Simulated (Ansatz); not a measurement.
# HgMo3: relaxing a made-up structure, part 2 of 2

This structure for HgMo3 is made up. Its elements were placed in a known structure type with a cell scaled to their sizes. What cell does the guess relax to, and how far off was it?

Ansatz 0.2.0; DFT, r2SCAN, plane-wave PAW, files of the set soft_1, scalar-relativistic, no spin, cell and ions relaxed at zero pressure; PAW set soft_1 (the session's first sound run).

So far: The structure; Relaxation of the guess. The relaxed cell has a = 4.025 Å (conventional setting).

**3. Bands of the relaxed cell**

A second self-consistent run takes a narrower smearing and the mesh shown in its input; the bands follow along the standard path of the relaxed lattice.

This step: DFT, r2SCAN, plane-wave PAW, files of the set soft_1, scalar-relativistic, no spin, bands and density of states at the relaxed cell; PAW set soft_1 (Ansatz 0.2.0).

The input, input.yaml:

```yaml
crystal:
  lattice:
    - [4.025429115, 0.0, 0.0]
    - [0.0, 4.025429115, 0.0]
    - [0.0, 0.0, 4.025429115]
  atoms:
    - { symbol: Hg, position: [0.0, 0.0, 0.0] }
    - { symbol: Mo, position: [0.5, 0.5, 0.0] }
    - { symbol: Mo, position: [0.5, 0.0, 0.5] }
    - { symbol: Mo, position: [0.0, 0.5, 0.5] }
kpoints:
  mp_grid: { grid: [8, 8, 8] }
  band_path:
    path:
      - [[0.0, 0.0, 0.0], [0.0, 0.5, 0.0], [0.5, 0.5, 0.0], [0.0, 0.0, 0.0], [0.5, 0.5, 0.5], [0.0, 0.5, 0.0]]
      - [[0.5, 0.5, 0.0], [0.5, 0.5, 0.5]]
    npoints: 13
scf:
  occupations: { method: fermi_dirac, width: 0.03 }
  n_extra_bands: 8
hamiltonian:
  xc: r2scan
  pseudopotentials: { kind: paw, azcp: { folder: soft_1 } }
output:
  forces: true
  stress: true
  write_bands: true
  dos: { projected: true }
  write_density: true
  write_potential: true
  elf: true
  volumetric_format: npy
```

On the command line:

```bash
ansatz run input.yaml --threads 4 --pin off --max-ram 8192MiB --backend cpu --events-out ev --progress --plain --runs-dir out
```

Numbers of over 12 decimals in the logs are rounded to 6 here.

Output:

```text
[...]
Crystal: 4 atoms, lattice volume = 65.228 Å³
Basis set: ecut = 500 eV, 1647 PW (Γ), exchange–correlation on 120×120×120 points (64 copies of the dense FFT grid, shifted against one another)
Bands: 39, of which v1, the nominal top of the filled ones, is band 31 counted from 1 (30 counted from 0)
Symmetry: 48 space group operations
[...]
k-points: 35 of 512
[...]
SCF iter   1: F=—  HF=-28732.177685 eV  |F-HF|=—  |Δ(HF+E_count)|=         —  Δρ=9.25e-2  dr2=5.73e0  dr2_τ=1.93e-1  ethr=3.10e-3  ⟨swp⟩=5.7  Hψ=4491  notcnv=0
[...]
SCF iter   8: F=-28730.872086 eV  HF=-28730.872086 eV  |F-HF|=1.58e-8  |Δ(HF+E_count)|=   4.03e-7  Δρ=1.14e-5  dr2=5.41e-8  dr2_τ=9.56e-9  ethr=1.61e-10  ⟨swp⟩=11.4  Hψ=9168  notcnv=0
SCF 1 converged in 8 iterations: F = -28730.872086 eV  dr2 = 5.41e-8
[...]
NSCF: frozen V_eff on 80 k-points
SCF converged after 8 iterations
Free energy (F): -28730.872086 eV
[...]
Internal energy: -28730.865738 eV  (E = F + TS)
E sigma→0 (E₀):  -28730.868912 eV
Entropy (-TS):   -0.006348 eV (-1.587 meV/atom)
Fermi energy:    20.861902 eV
[...]
--- Stress (GPa, compression-positive) ---
        0.074559      -0.000000       0.000000
       -0.000000       0.074559       0.000000
       -0.000000       0.000000       0.074559
  P = ⅓ Tr σ = 0.0746 GPa (0.746 kbar)
--- Band table (eV; the first three rows and the last of 35) ---
  k-point 0: bands = [... 27 lower, 18.7019, 22.2795, 22.2795, 22.2795, 22.8334, 22.8334, 22.8334, 23.5466, ... 4 higher]
  k-point 1: bands = [... 27 lower, 18.8140, 21.3226, 21.3226, 22.1677, 22.2035, 23.3095, 23.3095, 23.3393, ... 4 higher]
  k-point 2: bands = [... 27 lower, 19.1503, 20.3843, 20.3843, 21.1177, 22.0314, 22.6263, 22.7928, 22.7928, ... 4 higher]
  k-point 34: bands = [... 27 lower, 19.4597, 20.2154, 20.2154, 20.2154, 21.9688, 22.2032, 22.2032, 22.2032, ... 4 higher]
```

Elapsed: 4.5 s, on 4 threads of Arm Neoverse V2, shared host; peak memory 0.53 GiB; 17 s of CPU time.

In the SCF lines HF is the Harris–Foulkes energy and dr2 the Hartree energy of the density residual, in eV; the loop may stop once dr2 is under the threshold and the program's other checks hold. Hψ counts applications of the Hamiltonian.

This step gave:

| Item | Value |
| --- | --- |
| free energy | -28730.8721 eV |
| energy at zero smearing | -28730.8689 eV |
| smearing term TS | 0.006348 eV |
| Fermi energy | 20.86 eV |
| pressure | 0.07456 GPa |

From bands.tsv, the bands that come nearest the Fermi level along the path, at its corners, in eV from the Fermi level:

| point | band 28 | band 29 | band 30 | band 31 | band 32 | band 33 | band 34 | band 35 |
| --- | --- | --- | --- | --- | --- | --- | --- | --- |
| Γ | -2.16 | 1.42 | 1.42 | 1.42 | 1.97 | 1.97 | 1.97 | 2.68 |
| X | -0.85 | -0.85 | -0.82 | -0.61 | 0.44 | 0.69 | 0.69 | 0.93 |
| M | -2.42 | -2.30 | -0.63 | -0.63 | 0.11 | 0.28 | 0.28 | 1.26 |
| Γ | -2.16 | 1.42 | 1.42 | 1.42 | 1.97 | 1.97 | 1.97 | 2.68 |
| R | -1.40 | -0.65 | -0.65 | -0.65 | 1.11 | 1.34 | 1.34 | 1.34 |
| X | -0.85 | -0.85 | -0.82 | -0.61 | 0.44 | 0.69 | 0.69 | 0.93 |
| M | -2.42 | -2.30 | -0.63 | -0.63 | 0.11 | 0.28 | 0.28 | 1.26 |
| R | -1.40 | -0.65 | -0.65 | -0.65 | 1.11 | 1.34 | 1.34 | 1.34 |

Valence density in the ac plane at fractional y = 0.000, with atoms of Hg and Mo within 0.2 Å of it. It is the smooth field of the valence electrons, not physical close to the nuclei.

Values in e/Å³, 14 rows by 14 columns, each cell a mean:
```
13 10  4  1  0  0  0  0  0  0  1  2  6 11
 8  6  2  1  0  0  0  0  0  0  0  1  4  6
 2  2  1  0  0  0  0  0  0  0  0  0  1  2
 1  1  0  0  0  0  1  1  1  0  0  0  0  1
 0  0  0  0  1  1  3  4  2  1  0  0  0  0
 0  0  0  0  1  3  6  6  5  2  1  0  0  0
 0  0  0  0  2  4  7  7  6  4  1  0  0  0
 0  0  0  0  1  4  6  7  6  3  1  0  0  0
 0  0  0  0  1  2  4  4  3  1  0  0  0  0
 0  0  0  0  0  1  1  2  1  1  0  0  0  0
 2  1  1  0  0  0  0  0  0  0  0  0  1  1
 5  4  1  1  0  0  0  0  0  0  0  1  2  4
12  9  4  1  0  0  0  0  0  0  1  2  6 10
16 12  5  2  0  0  0  0  0  0  1  2  8 13
```
Columns run along a (4.0 Å), rows up along c (4.0 Å). Atoms in or near the plane, at fractional coordinates: Hg at (0.00, 0.00), Mo at (0.50, 0.50).

ELF in the ac plane at fractional y = 0.000, with atoms of Hg and Mo within 0.2 Å of it. It is the smooth field of the valence electrons, not physical close to the nuclei.

Ten even steps from '0' (0.13) to '9' (0.76), each cell a mean:
```
86532222222457
65432211222345
43321000002234
22220023100222
22200488630022
22103788861022
32106963883012
32105876882012
22101589740022
22210156300122
33221000002233
54322111122345
76432222222356
97532233222468
```
Columns run along a (4.0 Å), rows up along c (4.0 Å). Atoms in or near the plane, at fractional coordinates: Hg at (0.00, 0.00), Mo at (0.50, 0.50).

Electrostatic potential energy in the ac plane at fractional y = 0.000, with atoms of Hg and Mo within 0.2 Å of it. With pseudopotentials it is smooth inside the atoms' cores, unlike the true potential.

Values in eV, 14 rows by 14 columns, each cell a mean:
```
-29 -27 -16   2  18  22  23  23  23  21  14  -3 -22 -28
-24 -20  -7   9  19  21  22  22  22  21  17   5 -14 -22
 -6  -2   9  17  19  18  16  15  17  18  18  15   5  -3
 12  14  18  18  16  10   2   0   5  12  17  18  17  14
 21  21  20  17   5 -12 -29 -32 -23  -7  12  18  21  21
 23  23  20  15  -6 -29 -47 -49 -43 -23   5  17  22  23
 23  23  20  13 -13 -38 -51 -51 -49 -32   0  15  22  23
 23  23  20  14 -10 -35 -51 -51 -47 -29   2  16  22  23
 22  22  20  17   3 -17 -35 -38 -29 -12  10  18  21  22
 18  19  19  18  12   3 -10 -13  -6   5  16  19  19  18
 -1   3  12  17  18  17  14  13  15  17  18  17   9   2
-18 -14  -1  12  19  20  20  20  20  20  18   9  -7 -16
-28 -26 -14   3  19  22  23  23  23  21  14  -2 -20 -27
-30 -28 -18  -1  18  22  23  23  23  21  12  -6 -24 -29
```
Columns run along a (4.0 Å; values clipped at the 3rd and 97th percentile), rows up along c (4.0 Å). Atoms in or near the plane, at fractional coordinates: Hg at (0.00, 0.00), Mo at (0.50, 0.50).

**4. Outcome**

| Property | Result |
| --- | --- |
| space group, relaxed | Pm-3m |
| conventional cell | a = 4.025, b = 4.025, c = 4.025 Å; α = 90.0°, β = 90.0°, γ = 90.0° |
| volume per atom | 16.31 Å³ (guess 17.74) |

What this shows: HgMo3 relaxes to Pm-3m with a = 4.025, b = 4.025 and c = 4.025 Å. The guessed volume was 9 % too large. The space group Pm-3m was held in the relaxation, so the end point is a stationary structure within it and may be a saddle against distortions or other arrangements. Bands cross the Fermi level, so it is a metal or semimetal at this level. On the 8×8×8 mesh with the narrower smearing (relaxed on 7×7×7) the forces vanish, as symmetry may demand, and the largest stress component is 0.075 GPa, against the relaxation's thresholds of 0.015 eV/Å and 0.05 GPa. The cutoff wasn't tested. Spin-orbit coupling is left out, which can matter for elements this heavy. No dispersion term is used, so weakly bound directions may come out too long. The runs have no spin, and magnetism wasn't tested. Nothing here tests whether the compound is stable against decomposition.

[Logs are printed without paths, hosts, clocks, repeated set-up lines and the standing remarks that a program may print on its own settings, such as how far it seeks lower states.]

[Hosts, paths, dates, database ids (printed as entryN), source tags and the programs' standing remarks are cut or masked in the printed files.]
